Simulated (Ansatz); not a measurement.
## Electron scattering at the Σ5 (310) boundary in bcc Nb

Aim: the relaxed structure and the specific resistance of the Σ5 (310) boundary in bcc Nb.

Main program and level: Ansatz 0.2.0; Ansatz plane-wave DFT, r2SCAN, PAW files; relaxation of a bicrystal slab with its lowest layers held; PAW set soft_1, in the first sound run; inputs show where later runs differ.

## Step 1: The structure

The cell holds 19 atoms: 19 Nb. Cell: a = 5.483 Å, b = 3.306 Å, c = 30.220 Å, α = 90.0°, β = 90.0°, γ = 72.5°. It derives from Nb. built on the (3 1 0) plane; 1 overlapping atoms removed and the grains opened by 0.4 Å. Vacuum lies along c.

## Step 2: Relaxing the bicrystal

The boundary is built by mirroring the lower grain in the boundary plane and removing any atoms that overlap. A thin bicrystal slab is relaxed first, with the lowest layers held and the upper grain free to shift and open.

Input file input.yaml:

```yaml
crystal:
  lattice:
    - [5.4828782722, 0.0, 0.0]
    - [0.9968869586, 3.1524333588, 0.0]
    - [0.0, 0.0, 30.2197895304]
  atoms:
    - { symbol: Nb, position: [0.8000000001, 0.6000000001, 0.1654544945] }
    - { symbol: Nb, position: [0.2000000001, 0.9000000001, 0.2000524807] }
    - { symbol: Nb, position: [0.6000000001, 0.2000000001, 0.234650467] }
    - { symbol: Nb, position: [0.0, 0.5000000001, 0.2692484532] }
    - { symbol: Nb, position: [0.4, 0.8000000001, 0.3038464395] }
    - { symbol: Nb, position: [0.8, 0.1, 0.3384444258] }
    - { symbol: Nb, position: [0.2, 0.4, 0.373042412] }
    - { symbol: Nb, position: [0.6, 0.7, 0.4076403983] }
    - { symbol: Nb, position: [0.0, 0.0, 0.4422383845] }
    - { symbol: Nb, position: [0.6, 0.7, 0.4900727303] }
    - { symbol: Nb, position: [0.2, 0.4, 0.5246707166] }
    - { symbol: Nb, position: [0.8, 0.1, 0.5592687028] }
    - { symbol: Nb, position: [0.4, 0.8000000001, 0.5938666891] }
    - { symbol: Nb, position: [0.0, 0.5000000001, 0.6284646754] }
    - { symbol: Nb, position: [0.6000000001, 0.2000000001, 0.6630626616] }
    - { symbol: Nb, position: [0.2000000001, 0.9000000001, 0.6976606479] }
    - { symbol: Nb, position: [0.8000000001, 0.6000000001, 0.7322586341] }
    - { symbol: Nb, position: [0.4000000001, 0.3000000001, 0.7668566204] }
    - { symbol: Nb, position: [1.0e-10, 1.0e-10, 0.8014546066] }
kpoints:
  mp_grid: { grid: [7, 7, 1] }
hamiltonian:
  xc: r2scan
  pseudopotentials: { kind: paw, azcp: { folder: soft_1 } }
scf:
  occupations: { method: fermi_dirac, width: 0.1 }
relax:
  f_tol: 0.03
  max_steps: 80
  constraints: [{ sites: [0, 1, 2] }]
```

Command:

```bash
> ansatz run input.yaml --threads 4 --pin off --max-ram 15360MiB --backend cpu --events-out ev --progress --plain --runs-dir out
```

Numbers of over 12 decimals in the logs are rounded to 6 here.

What it wrote:

```text
Engine: ansatz 0.2.0, x86_64-unknown-linux-gnu
Pseudopotentials: kind: paw
Pseudopotential: Nb, paw, valence charge 13, recommended cutoff 500 eV (meta_gga), soft_1/Nb.paw.azcp
Functional definition: r2SCAN
  parameter k0 = 0.174
  parameter k1 = 0.065
  parameter a1 = 4.9479
  exchange = r2scan_x(k0 = k0, k1 = k1, a1 = a1)
  correlation = r2scan_c
Crystal: 19 atoms, lattice volume = 522.331 Å³
Basis set: ecut = 500 eV, 13099 PW (Γ), exchange–correlation on 160×100×900 points (64 copies of the dense FFT grid, shifted against one another)
Bands: 149, of which v1, the nominal top of the filled ones, is band 124 counted from 1 (123 counted from 0)
Symmetry: 2 space group operations
Space group: Cm (ITA 8), of the structure as read, at distance tolerance 8.1e-5 Å
k-points: 16 of 49 (time reversal used)
Non-local potential: Nb, projectors of the file, l = 0: 3, l = 1: 2, l = 2: 2, l = 3: 1
PAW form: soft (Blöchl's): semilocal exchange-correlation on the pseudo side does not see the compensation charge
PAW frozen core: Nb, regenerated for the run's functional (the file was generated under x = pbe(κ = 0.804, μ = 0.219515), c = pbe(β = 0.066725))
PAW one-centre angular grid: Nb, 590 points (default); XC on 160 Gauss nodes
Initial density: superposition of atomic densities (neutral atoms: chi_scale 0, normalization atom)
Initial wavefunctions: pseudopotential atomic-orbital guess
Functional: x = r2scan, c = r2scan; τ floored in thin density (d = 2e-4 eV/Å³)
SCF iter   1: F=—  HF=-86716.836080 eV  |F-HF|=—  |Δ(HF+E_count)|=         —  Δρ=7.41e-2  dr2=3.54e2  dr2_τ=1.33e0  ethr=3.10e-3  ⟨swp⟩=9.5  Hψ=11704  notcnv=0
preconditioner: auto → LDOS  [metal: Δε(μ)=0.001 eV  Ē_g=3.927 eV  σ=0.100 eV  W_gap=0.00  n_scr=118 (ndim 8)  ℏωp=15.8 eV  f_vac=0.270  D(μ)=16.55/eV (n_scr^D=112)  β→1.0]
SCF iter   2: F=—  HF=-86711.393068 eV  |F-HF|=—  |Δ(HF+E_count)|=    5.44e0  Δρ=7.05e-2  dr2=6.53e2  dr2_τ=6.54e0  ethr=3.10e-3  ⟨swp⟩=13.8  Hψ=14255  notcnv=0  defer=22
SCF iter   3: F=—  HF=-86702.578764 eV  |F-HF|=—  |Δ(HF+E_count)|=    8.81e0  Δρ=1.97e-2  dr2=1.94e1  dr2_τ=4.04e-1  ethr=3.10e-3  ⟨swp⟩=10.9  Hψ=9909  notcnv=0  defer=5
SCF iter   4: F=—  HF=-86702.482434 eV  |F-HF|=—  |Δ(HF+E_count)|=   9.63e-2  Δρ=5.72e-3  dr2=4.23e-1  dr2_τ=1.87e-2  ethr=3.10e-3  ⟨swp⟩=3.9  Hψ=3405  notcnv=0  defer=7
SCF iter   5: F=—  HF=-86702.526729 eV  |F-HF|=—  |Δ(HF+E_count)|=   4.43e-2  Δρ=3.02e-3  dr2=1.05e0  dr2_τ=4.12e-3  ethr=1.71e-4  ⟨swp⟩=5.0  Hψ=5222  notcnv=0  defer=11
SCF iter   6: F=—  HF=-86702.514923 eV  |F-HF|=—  |Δ(HF+E_count)|=   1.18e-2  Δρ=1.29e-3  dr2=1.68e-1  dr2_τ=8.77e-4  ethr=1.71e-4  ⟨swp⟩=2.2  Hψ=2631  notcnv=0  defer=4
SCF iter   7: F=—  HF=-86702.511803 eV  |F-HF|=—  |Δ(HF+E_count)|=   3.12e-3  Δρ=2.06e-4  dr2=8.62e-4  dr2_τ=3.36e-5  ethr=6.82e-5  ⟨swp⟩=1.6  Hψ=2481  notcnv=0  defer=3
SCF iter   8: F=—  HF=-86702.510782 eV  |F-HF|=—  |Δ(HF+E_count)|=   1.02e-3  Δρ=8.15e-5  dr2=1.15e-4  dr2_τ=5.01e-6  ethr=3.49e-7  ⟨swp⟩=3.1  Hψ=3769  notcnv=0  defer=2
SCF iter   9: F=-86702.510805 eV  HF=-86702.510811 eV  |F-HF|=5.72e-6  |Δ(HF+E_count)|=   2.90e-5  Δρ=2.42e-5  dr2=1.15e-5  dr2_τ=4.49e-7  ethr=9.11e-9  ⟨swp⟩=3.4  Hψ=9693  notcnv=0
SCF 1 converged in 9 iterations: F = -86702.510805 eV  dr2 = 1.15e-5
  greatest PAW one-centre occupation: 1.001 electrons in one spin orbital (limit 2), on the Nb atom at site 15 (counted from 0), in its partial waves of l = 0
relax step   1: F+E_penalty+E_count = -86702.51080533 eV  Δ(F+E_penalty+E_count) = +0.000e0 eV  max|allowed force component| = 1.771e0 eV/Å  Δτ_max = 0.0000 Å  (9 SCF iters, dr2 threshold 2.25e-5 eV, accepted)
Initial density: handed on by an earlier stage of this run
Initial wavefunctions: those handed on with the density
iter 1 solved again at ethr=1.76e-3 eV; its pass at ethr=3.10e-3 eV (dr2=4.34e0 eV) is discarded
SCF iter   1: F=—  HF=-86700.963909 eV  |F-HF|=—  |Δ(HF+E_count)|=         —  Δρ=1.21e-2  dr2=4.48e0  dr2_τ=6.06e0  ethr=1.76e-3  ⟨swp⟩=1.6  Hψ=9788  notcnv=0  defer=2
preconditioner: auto → LDOS  [metal: Δε(μ)=0.011 eV  Ē_g=3.382 eV  σ=0.100 eV  W_gap=0.03  n_scr=118 (ndim 8)  ℏωp=15.8 eV  f_vac=0.278  D(μ)=22.99/eV (n_scr^D=226)  β→1.0]
SCF iter   2: F=—  HF=-86702.927015 eV  |F-HF|=—  |Δ(HF+E_count)|=    1.96e0  Δρ=5.05e-3  dr2=3.94e-1  dr2_τ=5.33e-2  ethr=1.76e-3  ⟨swp⟩=3.3  Hψ=3609  notcnv=0  defer=3
SCF iter   3: F=—  HF=-86702.937980 eV  |F-HF|=—  |Δ(HF+E_count)|=   1.10e-2  Δρ=2.27e-3  dr2=1.07e-1  dr2_τ=4.90e-3  ethr=1.60e-4  ⟨swp⟩=2.0  Hψ=4510  notcnv=0  defer=2
SCF iter   4: F=—  HF=-86702.927869 eV  |F-HF|=—  |Δ(HF+E_count)|=   1.01e-2  Δρ=8.21e-4  dr2=1.28e-2  dr2_τ=5.84e-4  ethr=4.35e-5  ⟨swp⟩=2.0  Hψ=3444  notcnv=0  defer=2
SCF iter   5: F=—  HF=-86702.926244 eV  |F-HF|=—  |Δ(HF+E_count)|=   1.62e-3  Δρ=2.54e-4  dr2=1.74e-3  dr2_τ=2.65e-5  ethr=5.18e-6  ⟨swp⟩=2.0  Hψ=3022  notcnv=0  defer=3
SCF iter   6: F=—  HF=-86702.926192 eV  |F-HF|=—  |Δ(HF+E_count)|=   5.16e-5  Δρ=9.74e-5  dr2=3.11e-4  dr2_τ=3.51e-6  ethr=7.05e-7  ⟨swp⟩=2.0  Hψ=3278  notcnv=0  defer=3
SCF iter   7: F=-86702.926192 eV  HF=-86702.926208 eV  |F-HF|=1.63e-5  |Δ(HF+E_count)|=   1.57e-5  Δρ=3.82e-5  dr2=2.31e-5  dr2_τ=8.65e-7  ethr=4.05e-8  ⟨swp⟩=3.0  Hψ=8302  notcnv=0
SCF 2 converged in 7 iterations: F = -86702.926192 eV  dr2 = 2.31e-5
relax step   2: F+E_penalty+E_count = -86702.92619161 eV  Δ(F+E_penalty+E_count) = -4.154e-1 eV  max|allowed force component| = 3.348e-1 eV/Å  Δτ_max = 0.1949 Å  (7 SCF iters, dr2 threshold 1.00e-4 eV, accepted)
SCF iter   1: F=—  HF=-86699.817884 eV  |F-HF|=—  |Δ(HF+E_count)|=         —  Δρ=1.55e-2  dr2=2.58e1  dr2_τ=1.44e1  ethr=3.10e-3  ⟨swp⟩=6.4  Hψ=7556  notcnv=0  defer=1
preconditioner: auto → LDOS  [metal: Δε(μ)=0.022 eV  Ē_g=3.439 eV  σ=0.100 eV  W_gap=0.05  n_scr=118 (ndim 8)  ℏωp=15.8 eV  f_vac=0.285  D(μ)=22.11/eV (n_scr^D=210)  β→1.0]
SCF iter   2: F=—  HF=-86703.024286 eV  |F-HF|=—  |Δ(HF+E_count)|=    3.21e0  Δρ=6.56e-3  dr2=2.01e0  dr2_τ=6.11e-2  ethr=3.10e-3  ⟨swp⟩=2.9  Hψ=4901  notcnv=0  defer=5
SCF iter   3: F=—  HF=-86703.024860 eV  |F-HF|=—  |Δ(HF+E_count)|=   5.74e-4  Δρ=1.97e-3  dr2=2.68e-1  dr2_τ=4.21e-3  ethr=8.13e-4  ⟨swp⟩=2.1  Hψ=2666  notcnv=0  defer=5
SCF iter   4: F=—  HF=-86703.025336 eV  |F-HF|=—  |Δ(HF+E_count)|=   4.76e-4  Δρ=1.08e-3  dr2=2.07e-2  dr2_τ=1.23e-3  ethr=1.09e-4  ⟨swp⟩=2.0  Hψ=2980  notcnv=0  defer=5
SCF iter   5: F=—  HF=-86703.022922 eV  |F-HF|=—  |Δ(HF+E_count)|=   2.41e-3  Δρ=2.63e-4  dr2=1.34e-3  dr2_τ=7.57e-5  ethr=8.37e-6  ⟨swp⟩=2.0  Hψ=3978  notcnv=0  defer=5
[...]
relax step   6: F+E_penalty+E_count = -86703.04825563 eV  Δ(F+E_penalty+E_count) = +1.140e-3 eV  max|allowed force component| = 2.417e-1 eV/Å  Δτ_max = 0.1000 Å  (10 SCF iters, rejected (line search))
relax step   7: F+E_penalty+E_count = -86703.05463417 eV  Δ(F+E_penalty+E_count) = -5.238e-3 eV  max|allowed force component| = 3.868e-2 eV/Å  Δτ_max = 0.0500 Å  (9 SCF iters, accepted)
relax step   8: F+E_penalty+E_count = -86703.05715943 eV  Δ(F+E_penalty+E_count) = -2.525e-3 eV  max|allowed force component| = 4.625e-2 eV/Å  Δτ_max = 0.0489 Å  (9 SCF iters, accepted)
relax step   9: F+E_penalty+E_count = -86703.05688650 eV  Δ(F+E_penalty+E_count) = +2.729e-4 eV  max|allowed force component| = 8.137e-2 eV/Å  Δτ_max = 0.0722 Å  (9 SCF iters, rejected (line search))
relax step  10: F+E_penalty+E_count = -86703.05993278 eV  Δ(F+E_penalty+E_count) = -2.773e-3 eV  max|allowed force component| = 2.175e-2 eV/Å  Δτ_max = 0.0361 Å  (8 SCF iters, accepted)
relax step  11: F+E_penalty+E_count = -86703.06175559 eV  Δ(F+E_penalty+E_count) = -1.823e-3 eV  max|allowed force component| = 1.278e-2 eV/Å  Δτ_max = 0.0366 Å  (9 SCF iters, accepted)
relax step  12: F+E_penalty+E_count = -86703.06374671 eV  Δ(F+E_penalty+E_count) = -1.991e-3 eV  max|allowed force component| = 1.729e-2 eV/Å  Δτ_max = 0.0549 Å  (9 SCF iters, accepted)
iter 1 solved again at ethr=7.27e-4 eV; its pass at ethr=3.10e-3 eV (dr2=1.79e0 eV) is discarded
SCF iter   1: F=—  HF=-86701.294825 eV  |F-HF|=—  |Δ(HF+E_count)|=         —  Δρ=5.53e-3  dr2=1.06e0  dr2_τ=3.33e0  ethr=7.27e-4  ⟨swp⟩=1.5  Hψ=7468  notcnv=0  defer=4
eigensolver tolerance schedule: the retry pair's looser diagonalisation over-reported the residual by 0.69 of it (diagonalisation noise at 0.27 of the residual, at the tolerance the schedule requests for it); recorded, not acted on — ethr = c·dr2/N_el stays at c = 1.0e-1
preconditioner: auto → LDOS  [metal: Δε(μ)=0.004 eV  Ē_g=3.447 eV  σ=0.100 eV  W_gap=0.01  n_scr=118 (ndim 8)  ℏωp=15.8 eV  f_vac=0.289  D(μ)=22.13/eV (n_scr^D=210)  β→1.0]
SCF iter   2: F=—  HF=-86703.074758 eV  |F-HF|=—  |Δ(HF+E_count)|=    1.78e0  Δρ=3.64e-3  dr2=6.57e-1  dr2_τ=9.19e-3  ethr=4.29e-4  ⟨swp⟩=3.0  Hψ=4766  notcnv=0  defer=4
SCF iter   3: F=—  HF=-86703.066042 eV  |F-HF|=—  |Δ(HF+E_count)|=   8.72e-3  Δρ=1.00e-3  dr2=1.01e-1  dr2_τ=2.95e-4  ethr=2.66e-4  ⟨swp⟩=1.2  Hψ=2383  notcnv=0  defer=4
SCF iter   4: F=—  HF=-86703.068146 eV  |F-HF|=—  |Δ(HF+E_count)|=   2.10e-3  Δρ=5.82e-4  dr2=2.01e-3  dr2_τ=3.10e-4  ethr=4.11e-5  ⟨swp⟩=1.3  Hψ=2395  notcnv=0  defer=4
SCF iter   5: F=—  HF=-86703.067358 eV  |F-HF|=—  |Δ(HF+E_count)|=   7.88e-4  Δρ=9.09e-5  dr2=3.54e-4  dr2_τ=6.77e-6  ethr=8.15e-7  ⟨swp⟩=3.0  Hψ=4483  notcnv=0  defer=4
SCF iter   6: F=—  HF=-86703.067358 eV  |F-HF|=—  |Δ(HF+E_count)|=   6.18e-7  Δρ=3.70e-5  dr2=2.24e-5  dr2_τ=6.46e-7  ethr=1.43e-7  ⟨swp⟩=2.0  Hψ=3378  notcnv=0  defer=4
SCF iter   7: F=—  HF=-86703.066157 eV  |F-HF|=—  |Δ(HF+E_count)|=   1.20e-3  Δρ=1.19e-5  dr2=8.31e-6  dr2_τ=7.25e-8  ethr=9.07e-9  ⟨swp⟩=2.3  Hψ=4240  notcnv=0  defer=4
SCF iter   8: F=—  HF=-86703.066158 eV  |F-HF|=—  |Δ(HF+E_count)|=   4.78e-7  Δρ=5.03e-6  dr2=1.24e-6  dr2_τ=1.76e-8  ethr=3.37e-9  ⟨swp⟩=2.0  Hψ=2947  notcnv=0  defer=4
SCF iter   9: F=-86703.066158 eV  HF=-86703.066158 eV  |F-HF|=2.98e-8  |Δ(HF+E_count)|=   8.00e-9  Δρ=1.46e-6  dr2=3.31e-8  dr2_τ=1.27e-9  ethr=4.05e-11  ⟨swp⟩=3.4  Hψ=9436  notcnv=0
SCF 13 converged in 9 iterations: F = -86703.066158 eV  dr2 = 3.31e-8
relax step  13: F+E_penalty+E_count = -86703.06615792 eV  Δ(F+E_penalty+E_count) = -2.411e-3 eV  max|allowed force component| = 2.033e-2 eV/Å  Δτ_max = 0.0823 Å  (9 SCF iters, accepted)
iter 1 solved again at ethr=1.30e-11 eV; its pass at ethr=3.10e-3 eV (dr2=3.22e-8 eV) is discarded
SCF iter   1: F=—  HF=-86703.066158 eV  |F-HF|=—  |Δ(HF+E_count)|=         —  Δρ=1.46e-6  dr2=3.31e-8  dr2_τ=1.27e-9  ethr=1.30e-11  ⟨swp⟩=1.9  Hψ=9153  notcnv=0  defer=4
preconditioner: auto → LDOS  [metal: Δε(μ)=0.007 eV  Ē_g=3.451 eV  σ=0.100 eV  W_gap=0.02  n_scr=118 (ndim 8)  ℏωp=15.8 eV  f_vac=0.289  D(μ)=22.07/eV (n_scr^D=210)  β→1.0]
SCF iter   2: F=-86703.066158 eV  HF=-86703.066158 eV  |F-HF|=6.16e-9  |Δ(HF+E_count)|=   3.32e-9  Δρ=7.36e-7  dr2=7.09e-9  dr2_τ=2.89e-10  ethr=1.30e-11  ⟨swp⟩=4.1  Hψ=6874  notcnv=0
SCF 14 converged in 2 iterations: F = -86703.066158 eV  dr2 = 7.09e-9
SCF converged after 2 iterations
Free energy (F): -86703.066158 eV
Harris-Foulkes:  -86703.066158 eV  (|F-HF|=6.16e-9)
Internal energy: -86702.333957 eV  (E = F + TS)
E sigma→0 (E₀):  -86702.700058 eV
Entropy (-TS):   -0.732201 eV (-38.537 meV/atom)
Fermi energy:    10.553016 eV
--- Per-component energies (eV) ---
  E_band       = -3295.886137
  E_kinetic    = 7064.343124
  E_local      = -196820.198948  (includes V_loc(G=0)·N_el)
  E_nonlocal   = 1807.345336
  E_hartree    = 95437.318806
  E_xc         = -3019.902669
  E_vxc        = -4208.548423  (∫ρ·V_xc dr)
  E_paw        = -58892.169389  (= ΣΔE_a)
  E_vpaw       = -2280.943584  (= ΣTr[D̂ρ^β])
  E_aug_tail   = 0.000445  (compensation charges beyond the density's cutoff)
  E_vtau       = 267.488563  (kinetic-family band-sum trace: ∫τ·v_τ [+ j·A + Jᵃ·Aᵃ] dr)
  E_ewald      = 67724.585511
  E_core_change = -3.656174  (= ΣΔE_core)
  E_smearing   = -0.732201  (= −TS)
  E_closure    = -0.000000  (closes the sum)
  Σ components = -86703.066158   (vs F -86703.066158, Δ=0.00e0)
--- Forces (eV/Å), atoms counted from 1 ---
  atom   1  Nb     0.13376957    -0.04230165     1.72976693
  atom   2  Nb    -0.46313838     0.14645722    -0.61173510
  atom   3  Nb     0.37721220    -0.11928497    -1.14791276
  atom   4  Nb     0.00092947    -0.00029392     0.00550102
  atom   5  Nb     0.00409976    -0.00129646    -0.00590421
  atom   6  Nb    -0.00300974     0.00095176     0.00604582
  atom   7  Nb    -0.00056596     0.00017897    -0.01181717
  atom   8  Nb    -0.01520196     0.00480728     0.01471228
  atom   9  Nb    -0.00810110     0.00256179    -0.00679013
  atom  10  Nb     0.01548449    -0.00489663     0.02034234
  atom  11  Nb    -0.01031157     0.00326080    -0.00630532
  atom  12  Nb     0.00098342    -0.00031098     0.01416289
  atom  13  Nb    -0.00636598     0.00201310    -0.00716965
  atom  14  Nb     0.00487554    -0.00154178     0.00231450
  atom  15  Nb    -0.01513384     0.00478574    -0.00655349
  atom  16  Nb    -0.00655669     0.00207341     0.00117416
  atom  17  Nb    -0.01351453     0.00427367    -0.00188521
  atom  18  Nb    -0.00239811     0.00075835     0.01285890
  atom  19  Nb     0.00698475    -0.00220877    -0.00080842
  max |Σ_I F_I| component: 4.13e-5 eV/Å
--- Relaxed structure (13 steps of the walk, 10 accepted, 0 SCFs on fresh bases) ---
  F+E_penalty+E_count = -86703.06615792 eV   max|allowed force component| = 2.033e-2 eV/Å
  atoms:
    - { symbol: Nb, position: [0.800000, 0.59999999995, 0.165454] }
    - { symbol: Nb, position: [0.200000, 0.900000, 0.200052] }
    - { symbol: Nb, position: [0.6000000001, 0.200000, 0.234650] }
    - { symbol: Nb, position: [-0.00306177, 0.501531, 0.267089] }
    - { symbol: Nb, position: [0.396218, 0.801891, 0.303667] }
    - { symbol: Nb, position: [0.811318, 0.094341, 0.336684] }
    - { symbol: Nb, position: [0.194167, 0.402917, 0.373919] }
    - { symbol: Nb, position: [0.593979, 0.703011, 0.400612] }
    - { symbol: Nb, position: [-0.029825, 0.014912, 0.444392] }
    - { symbol: Nb, position: [0.538976, 0.730512, 0.482717] }
    - { symbol: Nb, position: [0.146003, 0.426999, 0.515001] }
    - { symbol: Nb, position: [0.758556, 0.120722, 0.549615] }
    - { symbol: Nb, position: [0.357251, 0.821375, 0.583154] }
    - { symbol: Nb, position: [-0.045728, 0.522864, 0.618547] }
    - { symbol: Nb, position: [0.552054, 0.223973, 0.652807] }
    - { symbol: Nb, position: [0.154005, 0.922997, 0.688468] }
    - { symbol: Nb, position: [0.752800, 0.623600, 0.722519] }
    - { symbol: Nb, position: [0.334661, 0.332669, 0.757284] }
    - { symbol: Nb, position: [-0.059089, 0.029545, 0.783667] }
```

Run time: 7.3 min. Hardware: 4 threads of AMD EPYC 9R14 (Zen 4), shared host; peak memory 3.3 GiB; 28 min of CPU time.

Relaxation path:

```tsv
step	energy less that of the first step (eV)	largest force component (eV/Å)
1	0.0000	1.7712
2	-0.4154	0.3348
3	-0.5108	0.2170
4	-0.5052	0.3832
5	-0.5386	0.0698
6	-0.5375	0.2417
7	-0.5438	0.0387
8	-0.5464	0.0462
9	-0.5461	0.0814
10	-0.5491	0.0218
11	-0.5510	0.0128
12	-0.5529	0.0173
13	-0.5554	0.0203
```

Relaxation steps 4, 6, 9 were tried and not accepted.

The run keeps the 2 symmetry operations that it works with, so distortions that break them were not tested.

The atoms that moved most (Å):

```tsv
atom	dx	dy	dz	length
Nb19	-0.295	0.093	-0.538	0.620
Nb18	-0.326	0.103	-0.289	0.448
Nb11	-0.269	0.085	-0.292	0.406
Nb15	-0.239	0.076	-0.310	0.399
Nb13	-0.213	0.067	-0.324	0.393
Nb10	-0.304	0.096	-0.222	0.389
Nb17	-0.235	0.074	-0.294	0.384
Nb14	-0.228	0.072	-0.300	0.383
```

The relaxed structure:

```cif
data_structure
_symmetry_space_group_name_H-M 'P 1'
_symmetry_Int_Tables_number 1
_cell_length_a 5.4829
_cell_length_b 3.3063
_cell_length_c 30.2198
_cell_angle_alpha 90.000
_cell_angle_beta 90.000
_cell_angle_gamma 72.452
_cell_volume 522.33
loop_
_atom_site_label
_atom_site_type_symbol
_atom_site_fract_x
_atom_site_fract_y
_atom_site_fract_z
_atom_site_occupancy
Nb1 Nb 0.80000 0.60000 0.16545 1
Nb2 Nb 0.20000 0.90000 0.20005 1
Nb3 Nb 0.60000 0.20000 0.23465 1
Nb4 Nb 0.99694 0.50153 0.26709 1
Nb5 Nb 0.39622 0.80189 0.30367 1
Nb6 Nb 0.81132 0.09434 0.33668 1
Nb7 Nb 0.19417 0.40292 0.37392 1
Nb8 Nb 0.59398 0.70301 0.40061 1
Nb9 Nb 0.97018 0.01491 0.44439 1
Nb10 Nb 0.53898 0.73051 0.48272 1
Nb11 Nb 0.14600 0.42700 0.51500 1
Nb12 Nb 0.75856 0.12072 0.54962 1
Nb13 Nb 0.35725 0.82137 0.58315 1
Nb14 Nb 0.95427 0.52286 0.61855 1
Nb15 Nb 0.55205 0.22397 0.65281 1
Nb16 Nb 0.15401 0.92300 0.68847 1
Nb17 Nb 0.75280 0.62360 0.72252 1
Nb18 Nb 0.33466 0.33267 0.75728 1
Nb19 Nb 0.94091 0.02954 0.78367 1
```

This step gave:

| Quantity | Value |
| --- | --- |
| free energy | -86703.0662 eV |
| energy at zero smearing | -86702.7001 eV |
| Fermi energy | 10.55 eV |

The largest force component on a free atom ends at 0.020 eV/Å, under the tolerance of 0.03, after 13 steps.

(Part 1 of 3 ends here.)

[Logs are printed without paths, hosts, clocks, repeated set-up lines and the standing remarks that a program may print on its own settings, such as how far it seeks lower states.]

[Hosts, paths, dates, database ids (printed as entryN), source tags and the programs' standing remarks are cut or masked in the printed files.]
